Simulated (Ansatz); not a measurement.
# Phonons of MgRh (Pm-3m) against volume, part 2 of 2

Wanted: mode Grüneisen parameters of MgRh (Pm-3m).

Ansatz 0.2.0; DFT PBEsol, scalar-relativistic, plane waves, PAW; PAW set soft_1.

So far, highest frequency on path, mesh or solved points (cm⁻¹): step 2 (phonons on a q mesh) 330; step 4 (phonons at the other volume, volume ratio 0.97) 348.

### Step 5. Relaxing at another volume, volume ratio 1.03

The volume is scaled by 1.03 and held; symmetry leaves nothing to relax, so this is a single point. The modes can then be followed against volume.

input.yaml reads:

```yaml
crystal:
  lattice:
    - [3.113144717, 0.0, 0.0]
    - [0.0, 3.113144717, 0.0]
    - [0.0, 0.0, 3.113144717]
  atoms:
    - { symbol: Mg, position: [0.0, 0.0, 0.0] }
    - { symbol: Rh, position: [0.5, 0.5, 0.5] }
kpoints:
  mp_grid: { grid: [16, 16, 16] }
hamiltonian:
  xc: pbesol
  pseudopotentials: { kind: paw, azcp: { folder: soft_1 }, xc_functional: pbe }
scf:
  occupations: { method: methfessel_paxton, width: 0.2 }
output:
  forces: true
  stress: true
  eigenvalues: true
```

The run is started by

```console
> ansatz run input.yaml --threads 4 --pin off --max-ram 10240MiB --backend cpu --events-out ev --progress --plain --runs-dir out
```

Standard output:

```text
[...]
Crystal: 2 atoms, lattice volume = 30.172 Å³
Basis set: ecut = 420 eV, 619 PW (Γ), exchange–correlation on 48×48×48 points (8 copies of the dense FFT grid, shifted against one another)
Bands: 18, of which v1, the nominal top of the filled ones, is band 14 counted from 1 (13 counted from 0)
Symmetry: 48 space group operations
[...]
k-points: 165 of 4096
[...]
--- Band table (eV; the first three rows and the last of 165) ---
  k-point 0: bands = [... 10 lower, 10.6806, 13.3492, 13.3492, 13.3492, 21.7408, 21.7408, 21.7408, 24.8889]
  k-point 1: bands = [... 10 lower, 10.7122, 13.3026, 13.3026, 13.3543, 21.2044, 21.8429, 21.8429, 24.7997]
  k-point 2: bands = [... 10 lower, 10.8014, 13.1740, 13.1740, 13.3690, 20.1030, 22.1358, 22.1358, 24.5494]
  k-point 164: bands = [... 10 lower, 10.4837, 14.2557, 14.2557, 18.0600, 18.0600, 18.0600, 20.8862, 22.5638]
[key lines of the parts left out:]
SCF converged after 7 iterations
Free energy (F): -8251.592657 eV
Fermi energy:    13.507251 eV
P = ⅓ Tr σ = -3.5345 GPa (-35.345 kbar)
```

The job ended after 1.6 s (4 threads of Arm Neoverse V1, shared host; peak memory 0.36 GiB).

This step gave:

```
pressure        : -3.534 GPa
volume per atom : 15.09 Å³
```

The run ends at a pressure of -3.53 GPa.

### Step 6. Phonons at the other volume, volume ratio 1.03

The phonons are repeated at this volume on the same meshes, so that differences come from the volume alone.

input.yaml, the sections that differ from step 5:

```yaml
output:
  eigenvalues: true
phonons:
  method: dfpt
  qmesh: [4, 4, 4]
  temperatures: { t_max: 1000, t_step: 50 }
  qpath:
    path:
      - [[0.0, 0.0, 0.0], [0.0, 0.5, 0.0], [0.5, 0.5, 0.0], [0.0, 0.0, 0.0], [0.5, 0.5, 0.5], [0.0, 0.5, 0.0]]
      - [[0.5, 0.5, 0.5], [0.5, 0.5, 0.0]]
    npoints: 10
# crystal, kpoints, hamiltonian, scf: as in step 5
```

Standard output:

```text
[...]
Crystal: 2 atoms, lattice volume = 30.172 Å³
Basis set: ecut = 420 eV, 619 PW (Γ), exchange–correlation on 48×48×48 points (8 copies of the dense FFT grid, shifted against one another)
Bands: 18, of which v1, the nominal top of the filled ones, is band 14 counted from 1 (13 counted from 0)
Symmetry: 48 space group operations
k-points: 165 of 4096
[...]
k-point 164: bands = [... 10 lower, 10.4837, 14.2556, 14.2556, 18.0600, 18.0600, 18.0600, 20.8862, 22.5638]
[...]
ASR residual: 3.608e-5 → 0.000e0 eV/Å²; symmetrization residual: 2.892e-6 eV/Å²
  ASR residual per site (eV/Å²): 1.06e-5 3.61e-5
  Γ frequencies (cm⁻¹): 0.00 0.00 0.00 271.40 271.40 271.40
--- Phonons (arbitrary-q DFPT): 10 irreducible q on the 4×4×4 mesh ---
[...]
interpolated dispersion: 62 rows × 6 modes
[...]
[key lines of the parts left out:]
SCF converged after 9 iterations
Free energy (F): -8251.592657 eV
Fermi energy:    13.507227 eV
```

The job ended after 8.6 min (4 threads; peak memory 2.8 GiB; 34 min of CPU time).

This step gave:

```yaml
sum_rule_residual_before_enforcement: 3.61e-5 eV/Å²
highest_frequency_on_path_mesh_or_solved_points: 313.4 cm⁻¹
mean_frequency: 193.4 cm⁻¹
debye_temperature_second_moment: 398 K
logarithmic_mean_frequency: 168.4 cm⁻¹
highest_optical_mode_at_the_zone_centre_no_lo_to_term: 271.4 cm⁻¹
lowest_optical_zone_centre_mode: 271.4 cm⁻¹
lowest_mode_on_the_q_mesh_acoustic_modes_at_gamma_apart: 54.86 cm⁻¹
zero_point_energy_per_atom: 35.96 meV
heat_capacity_at_300_k: 22.92 J/(mol atoms K)
vibrational_entropy_at_300_k: 31.33 J/(mol atoms K)
edges_of_the_widest_gap_between_branches_on_path_and_mesh: 143.8, 242.1 cm⁻¹
```

Frequencies (cm⁻¹) solved at each irreducible wavevector; negative means imaginary. Frequencies by wavevector, by row:

```csv
q in reciprocal lattice units,star,mode 1,mode 2,mode 3,mode 4,mode 5,mode 6
0 0 0,1,0,0,0,271.4,271.4,271.4
0 0 0.25,6,83.2,83.2,98.9,261.6,261.6,289.4
0 0 -0.5,3,131.2,131.7,131.7,246.9,246.9,313
0 0.25 0.25,12,54.9,108,130.8,253.9,283.1,289.4
0 0.25 -0.5,12,94.4,107.5,135.8,244.1,285,312.7
0 -0.5 -0.5,3,58.7,58.7,143.8,242.1,313.4,313.4
0.25 0.25 0.25,8,94.4,94.4,127.9,279.7,283.7,283.7
0.25 0.25 -0.5,12,94,109.5,128.7,276.6,284.4,309.8
0.25 -0.5 -0.5,6,91.8,91.8,136.5,275.3,309.2,309.2
-0.5 -0.5 -0.5,1,120.8,120.8,120.8,306,306,306
```

The highest optical mode at the zone centre (no LO-TO term) is 271.4 cm⁻¹, -14.2 cm⁻¹ against the base run.

### Step 7. Grüneisen parameters

The Grüneisen parameter of a mode is minus the logarithmic change of its frequency with volume, −d ln ω / d ln V; weighted by heat capacity it gives the expansion.

This step gave:

```yaml
bulk_modulus: 128.1 GPa
```

The phonon branches at the labelled points (cm⁻¹):

```csv
point,branch 1,branch 2,branch 3,branch 4,branch 5,branch 6
Γ,0,0,0,286,286,286
halfway,87,87,106,275,275,304
X,137,137,141,258,258,328
halfway,102,113,141,256,300,328
M,64,64,149,254,330,330
halfway,59,112,139,266,296,305
Γ,0,0,0,286,286,286
halfway,100,100,134,294,298,298
R,131,131,131,320,320,320
halfway,101,114,137,289,299,325
X,137,137,141,258,258,328
jump to R,131,131,131,320,320,320
halfway,99,99,144,288,324,324
M,64,64,149,254,330,330
```

The same for volume x 0.97:

```
point  branch 1  branch 2  branch 3  branch 4  branch 5  branch 6
    Γ         0         0         0       300       300       300
    X       144       144       152       271       271       344
    M        70        70       155       267       348       348
    Γ         0         0         0       300       300       300
    R       141       141       141       334       334       334
    X       144       144       152       271       271       344
    R       141       141       141       334       334       334
    M        70        70       155       267       348       348
```

The same for volume x 1.03:

```csv
point,branch 1,branch 2,branch 3,branch 4,branch 5,branch 6
Γ,0,0,0,271,271,271
X,131,132,132,247,247,313
M,59,59,144,242,313,313
Γ,0,0,0,271,271,271
R,121,121,121,306,306,306
X,131,132,132,247,247,313
R,121,121,121,306,306,306
M,59,59,144,242,313,313
```

The first set of phonon branches as a text plot (rows in cm⁻¹):

```
    340 |
    326 |      ************                  ********************
    311 |    **     **    ****           *****  ****      **
    297 |  **                ***       ****        ***      *
    282 |***      **           *********            ***      *
    268 |   ***  *         ****                       ***     **
    253 |      ************                             **      *
    239 |
    224 |
    210 |
    195 |
    181 |
    167 |
    152 |            ****                                     ***
    138 |      ******    *****         **     ****************
    123 |    **   **      *** *      **  *****  ***  ***  **
    109 |   **     **        * *         ***      *****     *
     94 |           **   *    *     *   *           *        *
     80 |   *        ** *       *      *                      *
     65 |  *          ******** *     **                        **
     51 | **                  * *  **
     36 | *                    ***
     22 |*                       * *
      7 |                         *
         Γ      X      M          Γ            R        X|R     M
```

Mode Grueneisen parameter -dln(w)/dln(V), modes matched by rank; at Γ the acoustic branches take the value of a neighbouring point of the path. Mode grüneisen parameters along the path, in :

| point | branch 1 | branch 2 | branch 3 | branch 4 | branch 5 | branch 6 |
| --- | --- | --- | --- | --- | --- | --- |
| Γ | 1.33 | 1.33 | 2.14 | 1.69 | 1.69 | 1.69 |
| halfway | 1.36 | 1.36 | 2.34 | 1.63 | 1.63 | 1.63 |
| X | 1.49 | 1.43 | 2.41 | 1.53 | 1.53 | 1.55 |
| halfway | 2.46 | 1.67 | 1.33 | 1.57 | 1.68 | 1.63 |
| M | 2.84 | 2.84 | 1.22 | 1.61 | 1.72 | 1.72 |
| halfway | 2.29 | 1.33 | 1.99 | 1.61 | 1.53 | 1.75 |
| Γ | 1.87 | 1.28 | 1.88 | 1.69 | 1.69 | 1.69 |
| halfway | 2.03 | 2.03 | 1.59 | 1.62 | 1.65 | 1.65 |
| R | 2.59 | 2.59 | 2.59 | 1.45 | 1.45 | 1.45 |
| halfway | 2.44 | 1.37 | 2.09 | 1.49 | 1.71 | 1.63 |
| X | 1.49 | 1.43 | 2.41 | 1.53 | 1.53 | 1.55 |
| jump to R | 2.59 | 2.59 | 2.59 | 1.45 | 1.45 | 1.45 |
| halfway | 2.55 | 2.55 | 1.77 | 1.52 | 1.62 | 1.62 |
| M | 2.84 | 2.84 | 1.22 | 1.61 | 1.72 | 1.72 |

The mode Grüneisen parameters as a text plot (rows in , shown from 1.2 to 2.8 only):

```
   2.77 |               *                                       *
   2.71 |             *                                        *
   2.64 |                *                                    *
   2.58 |            *                        ****        *  *
   2.51 |      *    *   * *                  *  * *       ***
   2.45 |     *   **                        *    * *** *
   2.38 |    *  *          **                         *  *
   2.32 |   *         *      *             *      *
   2.25 |  *                                     * *
   2.19 | *              *    *          ** *              *
   2.12 |*       *             *                    *
   2.05 |                               *
   1.99 |            *    ***** *                 *         *
   1.92 |                      **      *             *
   1.86 |                        ** *                   *
   1.79 |           *              * **    *                 *
   1.73 |           ************** *****            ***        **
   1.66 |***     * ***   *     ******  *****       *  *       *
   1.60 |   ***   ***************  **   *** *     *******   *****
   1.53 |      *****       ****      ***   *     *   ***** * *
   1.47 |       *                           *********    ****
   1.40 |    **** *                                      *    *
   1.34 |****      *       ******                   *  *       *
   1.27 |           *** ***      **                  **         *
         Γ      X      M          Γ            R        X|R     M
```

(dS/dlnV)/C_V. The thermodynamic Grueneisen parameter by temperature:

| temperature (K) | thermodynamic Grueneisen parameter |
| --- | --- |
| 50 | 1.95 |
| 100 | 1.85 |
| 150 | 1.81 |
| 200 | 1.79 |
| 250 | 1.78 |
| 300 | 1.78 |
| 350 | 1.78 |
| 400 | 1.77 |
| 450 | 1.77 |
| 500 | 1.77 |
| 550 | 1.77 |
| 600 | 1.77 |
| 650 | 1.77 |
| 700 | 1.77 |
| 750 | 1.77 |
| 800 | 1.77 |
| 850 | 1.77 |
| 900 | 1.77 |
| 950 | 1.77 |
| 1000 | 1.77 |

Gamma C_V/(B V) at the static volume. The volume expansion by temperature:

```csv
temperature (K),volume expansion (1e-6/K)
50,10.4
100,22.0
150,28.7
200,32.4
250,34.5
300,35.8
350,36.6
400,37.1
450,37.5
500,37.8
550,38
600,38.2
650,38.3
700,38.4
750,38.5
800,38.5
850,38.6
900,38.6
950,38.7
1000,38.7
```

### Step 8. What came out

```
bulk modulus                               : 128 GPa
thermodynamic Grüneisen parameter at 300 K : 1.779
volume expansion at 300 K, estimated       : 35.79 × 10⁻⁶ K⁻¹
```

**Reading.** By this estimate the volume grows by 35.8 × 10⁻⁶ per kelvin at 300 K. The highest optical mode at Γ goes from 300 to 271 cm⁻¹ as the cell grows, a Grüneisen parameter of 1.69. Mode parameters on the path run from 1.2 to 2.8, with a median of 1.7. Branches are matched by rank, so values near crossings are rough. The expansion is the Grüneisen estimate at the static volume, with the static bulk modulus. With no gap, or one that is small against the smearing, the frequencies hang on the k mesh and the smearing, most of all near Kohn anomalies. The phonon runs are without spin polarisation, although the cell has an odd electron count. The PAW files were made for PBE and serve the other functionals too. A phonon run warned that its eigensolver left some bands unconverged in a pass.

[Long decimals in the printed logs are rounded to 6 places.]

[Logs are printed without paths, hosts, clocks, repeated set-up lines and the standing remarks that a program may print on its own settings, such as how far it seeks lower states.]

[Hosts, paths, dates, database ids (printed as entryN), source tags and the programs' standing remarks are cut or masked in the printed files.]

[Where the starting crystal was built by hand or by swapping elements, it need not be the compound's stable phase.]
